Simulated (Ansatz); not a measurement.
# CdS (Greenockite): how G0W0 depends on its starting point

How much of the starting functional survives in the G0W0 gap of CdS (Greenockite)?

Method: G0W0 on several functionals, plane waves, PAW, in Ansatz 0.2.0.

Most raw output is cut from this account.

In doubt: masses and optical values from hybrid runs of this build are listed as unsure (steps 5, 6, 7), which bears on the screening that GW takes from such a start.

## 1. The starting structure

Symmetry: P6_3mc, No. 186, hexagonal system. Conventional cell: a = 4.137 Å, b = 4.137 Å, c = 6.714 Å, α = 90.00°, β = 90.00°, γ = 120.00°. Cd has 4 S at 2.52 to 2.53 Å nearest. Nearest to S lie 4 Cd at 2.52 to 2.53 Å. Farther neighbours and most contacts between anions are not listed.

The cell and positions come from the Crystallography Open Database and are kept as given unless a step says otherwise.

## 2. G0W0 on LDA

Now the one-shot GW correction: screening in the RPA, then the self-energy of the levels asked for. This step takes PAW set soft_1 files.

This step: G0W0 on LDA, plane waves, PAW; PAW set soft_1.

The input, input.yaml:

```yaml
crystal:
  lattice:
    - [4.137, 0.0, 0.0]
    - [-2.0685, 3.5827470955, 0.0]
    - [0.0, 0.0, 6.7144]
  atoms:
    - { symbol: Cd, position: [0.6666666667, 0.3333333333, 0.0] }
    - { symbol: Cd, position: [0.3333333333, 0.6666666667, 0.5] }
    - { symbol: S, position: [0.6666666667, 0.3333333333, 0.375] }
    - { symbol: S, position: [0.3333333333, 0.6666666667, 0.875] }
kpoints:
  mp_grid: { grid: [6, 6, 2] }
hamiltonian:
  xc: lda
  pseudopotentials: { kind: paw, azcp: { folder: soft_1 }, xc_functional: pbe }
scf:
  occupations: { method: fixed }
gw:
  n_empty_bands: 225
  ecut_chi: 100
  qp_bands: [v2, c2]
  qp_kpoints: band_edges
  screening: { model: contour_deformation }
```

Command:

```
ansatz run input.yaml --threads 3 --pin off --max-ram 92160MiB --backend cuda --events-out ev --progress --plain --runs-dir out --devices 1 --max-vram 13GiB
```

Elapsed: 14 s, on 1 × NVIDIA H100 80GB HBM3 (shared by 6 runs) with 3 threads of AMD EPYC 7R13 (Zen 3), shared host; peak memory 1.3 GiB.

This step gave:

| Item | Value |
| --- | --- |
| bands summed | 251 |
| RPA ε∞ on this mesh (eigenvalues) | 9.473, 9.473, 9.477 |
| plane waves in the screening matrix | 233 |
| q-points in the mesh | 72 |
| G0W0 gap on the mesh | 1.817 eV |
| k of the valence top | 0, 0, 0 |
| k of the conduction bottom | 0, 0, 0 |
| starting gap on the mesh | 0.9339 eV |
| Z at the valence top | 0.7303 |
| Z at the conduction bottom | 0.7694 |
| least direct G0W0 gap on the computed points | 1.817 eV |

The gap on the mesh goes from 0.93 eV to 1.82 eV, a correction of +0.88 eV. Between the two edge states, bare exchange in place of the xc potential would open the gap by 6.63 eV, and correlation takes back 5.75 eV.

## 3. G0W0 on PBE

The same correction from a different start measures what one shot leaves open.

This step: G0W0 on PBE, plane waves, PAW; PAW set soft_1.

input.yaml: that of step 2 with these lines changed.

```diff
@@ -13,4 +13,4 @@
 hamiltonian:
-  xc: lda
-  pseudopotentials: { kind: paw, azcp: { folder: soft_1 }, xc_functional: pbe }
+  xc: pbe
+  pseudopotentials: { kind: paw, azcp: { folder: soft_1 } }
 scf:
```

It took 20 s on 1 × NVIDIA H100 80GB HBM3 (shared by 6 runs) with 3 threads; peak memory 1.3 GiB; 16 s of CPU time.

This step gave:

* bands summed: 251
* RPA ε∞ on this mesh (eigenvalues): 6.994, 6.994, 7.147
* plane waves in the screening matrix: 233
* q-points in the mesh: 72
* G0W0 gap on the mesh: 1.967 eV
* k of the valence top: 0, 0, 0
* k of the conduction bottom: 0, 0, 0
* starting gap on the mesh: 1.218 eV
* Z at the valence top: 0.7456
* Z at the conduction bottom: 0.7861
* least direct G0W0 gap on the computed points: 1.967 eV

Against the run with 6×6×2 mesh, 225 empty bands, screening to 100 eV, PAW set soft_1 files on LDA, the gap moves by +0.15 eV, while the start moved by +0.28 eV.

## 4. G0W0 on r2SCAN

This step: G0W0 on r2SCAN, plane waves, PAW; PAW set soft_1.

input.yaml: that of step 3 with these lines changed.

```diff
@@ -13,3 +13,3 @@
 hamiltonian:
-  xc: pbe
+  xc: r2scan
   pseudopotentials: { kind: paw, azcp: { folder: soft_1 } }
```

The job ended after 14 s (1 × NVIDIA H100 80GB HBM3 (shared by 6 runs) with 3 threads; peak memory 1.5 GiB).

Numbers from this step:

```
bands summed                                 : 251
RPA ε∞ on this mesh (eigenvalues)            : 5.438, 5.438, 5.566
plane waves in the screening matrix          : 233
G0W0 gap on the mesh                         : 2.263 eV
k of the valence top                         : 0, 0, 0
k of the conduction bottom                   : 0, 0, 0
starting gap on the mesh                     : 1.678 eV
least direct G0W0 gap on the computed points : 2.263 eV
```

Against the run with 6×6×2 mesh, 225 empty bands, screening to 100 eV, PAW set soft_1 files on PBE, the gap moves by +0.30 eV, while the start moved by +0.46 eV.

## 5. G0W0 on HSE06

This step: G0W0 on HSE06, plane waves, PAW; PAW set soft_1.

input.yaml: that of step 4 with these lines changed.

```diff
@@ -13,3 +13,3 @@
 hamiltonian:
-  xc: r2scan
+  xc: hse06
   pseudopotentials: { kind: paw, azcp: { folder: soft_1 } }
```

Wall time 28 s (1 × NVIDIA H100 80GB HBM3 (shared by 6 runs) with 3 threads); peak memory 1.7 GiB.

This step gave:

```
bands summed                                 : 251
RPA ε∞ on this mesh (eigenvalues)            : 4.574, 4.574, 4.666
plane waves in the screening matrix          : 233
G0W0 gap on the mesh                         : 2.544 eV
k of the valence top                         : 0, 0, 0
k of the conduction bottom                   : 0, 0, 0
starting gap on the mesh                     : 2.243 eV
least direct G0W0 gap on the computed points : 2.544 eV
```

Against the run with 6×6×2 mesh, 225 empty bands, screening to 100 eV, PAW set soft_1 files on r2SCAN, the gap moves by +0.28 eV, while the start moved by +0.57 eV.

## 6. G0W0 on PBE0

This step: G0W0 on PBE0, plane waves, PAW; PAW set soft_1.

input.yaml: that of step 5 with these lines changed.

```diff
@@ -13,3 +13,3 @@
 hamiltonian:
-  xc: hse06
+  xc: pbe0
   pseudopotentials: { kind: paw, azcp: { folder: soft_1 } }
```

Elapsed: 32 s, on 1 × NVIDIA H100 80GB HBM3 (shared by 6 runs) with 3 threads; peak memory 1.7 GiB; 31 s of CPU time.

Numbers from this step:

| Quantity | Value |
| --- | --- |
| bands summed | 251 |
| RPA ε∞ on this mesh (eigenvalues) | 4.147, 4.147, 4.201 |
| plane waves in the screening matrix | 233 |
| G0W0 gap on the mesh | 2.742 eV |
| k of the valence top | 0, 0, 0 |
| k of the conduction bottom | 0, 0, 0 |
| starting gap on the mesh | 2.895 eV |
| least direct G0W0 gap on the computed points | 2.742 eV |

Against the run with 6×6×2 mesh, 225 empty bands, screening to 100 eV, PAW set soft_1 files on HSE06, the gap moves by +0.20 eV, while the start moved by +0.65 eV.

## 7. G0W0 on Hartree-Fock

This step: G0W0 on Hartree-Fock, plane waves, PAW; PAW set soft_1.

input.yaml: that of step 6 with these lines changed.

```diff
@@ -13,3 +13,3 @@
 hamiltonian:
-  xc: pbe0
+  xc: hf
   pseudopotentials: { kind: paw, azcp: { folder: soft_1 } }
```

Run time: 34 s. Hardware: 1 × NVIDIA H100 80GB HBM3 (shared by 6 runs) with 3 threads; peak memory 1.7 GiB.

Numbers from this step:

* bands summed: 251
* RPA ε∞ on this mesh (eigenvalues): 2.440, 2.440, 2.450
* plane waves in the screening matrix: 233
* G0W0 gap on the mesh: 4.419 eV
* k of the valence top: 0, 0, 0
* k of the conduction bottom: 0, 0, 0
* starting gap on the mesh: 8.597 eV
* least direct G0W0 gap on the computed points: 4.419 eV

Against the run with 6×6×2 mesh, 225 empty bands, screening to 100 eV, PAW set soft_1 files on PBE0, the gap moves by +1.68 eV, while the start moved by +5.70 eV.

## 8. Side by side

All on the 6×6×2 mesh with 225 empty bands and screening to 100 eV. Times are wall times on 1 × NVIDIA H100 80GB HBM3 (shared by 6 runs) with 3 threads of AMD EPYC 7R13 (Zen 3), shared host, good to a factor of about two.

```
       start  starting gap (eV)  shift (eV)  G0W0 gap (eV)  RPA ε∞ (harmonic mean)  Z (valence, conduction)  time
         LDA               0.93       +0.88           1.82                    9.47               0.73, 0.77  14 s
         PBE               1.22       +0.75           1.97                    7.04               0.75, 0.79  20 s
      r2SCAN               1.68       +0.58           2.26                    5.48               0.77, 0.81  14 s
       HSE06               2.24       +0.30           2.54                    4.60               0.79, 0.83  28 s
        PBE0               2.90       −0.15           2.74                    4.16               0.80, 0.84  32 s
Hartree-Fock               8.60       −4.18           4.42                    2.44               0.88, 0.90  34 s
```

How the two edges are built up, in eV (the quasiparticle level is the starting level plus Σx plus Σc less Vxc):

```
   run               edge  start      Σx     Σc     Vxc     Z    QP
   LDA        valence top   6.58  -20.76   2.16  -18.24  0.73  6.22
   LDA  conduction bottom   7.52   -8.94  -3.59  -13.05  0.77  8.03
   PBE        valence top   6.87  -20.83   2.22  -18.08  0.75  6.33
   PBE  conduction bottom   8.08   -8.72  -3.53  -12.46  0.79  8.30
r2SCAN        valence top   6.60  -20.90   2.16  -18.33  0.77  6.19
r2SCAN  conduction bottom   8.28   -8.33  -3.52  -12.03  0.81  8.46
 HSE06        valence top   6.22  -20.62   1.99  -18.44  0.79  6.04
 HSE06  conduction bottom   8.46   -8.16  -3.47  -11.75  0.83  8.58
```

For a hybrid start, Vxc holds its share of exact exchange.

## 9. Summary of results

| Property | Result |
| --- | --- |
| G0W0@LDA | 1.82 eV (start 0.93 eV) |
| G0W0@PBE | 1.97 eV (start 1.22 eV) |
| G0W0@r2SCAN | 2.26 eV (start 1.68 eV) |
| G0W0@HSE06 | 2.54 eV (start 2.24 eV) |
| G0W0@PBE0 | 2.74 eV (start 2.90 eV) |
| G0W0@Hartree-Fock | 4.42 eV (start 8.60 eV) |
| known limits | not at the basis limit; no spin-orbit coupling; coarse k mesh |

In words: The starting gaps span 7.66 eV and the G0W0 gaps 2.60 eV. Between LDA and Hartree-Fock, 2.60 eV of the 7.66 eV survives, 34 %. Hartree-Fock screens less than LDA (ε∞ 2.44 against 9.47). Of the 2.60 eV by which its G0W0 gap is higher, the correlation part gives +1.53 eV, and exchange with the one-particle terms, which follow the orbitals, +1.07 eV. On PBE0 and Hartree-Fock the correction is negative: that start lies above its own G0W0 value. The smallest correction, −0.15 eV, is on PBE0, the start nearest to reproducing itself. Bands and cutoff are finite, so the gap is not at the basis limit. The miss can reach some tenths of an eV and take either sign; the mesh is an error of its own. The 6×6×2 mesh is coarse for this cell (its supercell is 13 Å along the shortest edge). The RPA ε∞ on it, from the LDA start, is 9.47 and 9.48; such meshes misread the long-range screening, most where the gap is narrow. The program warns that the mesh is coarse for exact exchange, which bears on the hybrid start's gap. The many-body steps are scalar-relativistic: spin-orbit coupling is not in them.

[Paths, hosts, dates, memory and timing lines, banners, echoed tables and standing remarks are left out of the program output.]

[Logs are printed without paths, hosts, clocks, repeated set-up lines and the standing remarks that a program may print on its own settings, such as how far it seeks lower states.]

[Runs of the session that timed out or met a known fault of the program may be left out.]

[Cells called generated may have been cut or substituted from an entry of the Crystallography Open Database or the Materials Project.]

[Hosts, paths, dates, database ids (printed as entryN), source tags and the programs' standing remarks are cut or masked in the printed files.]
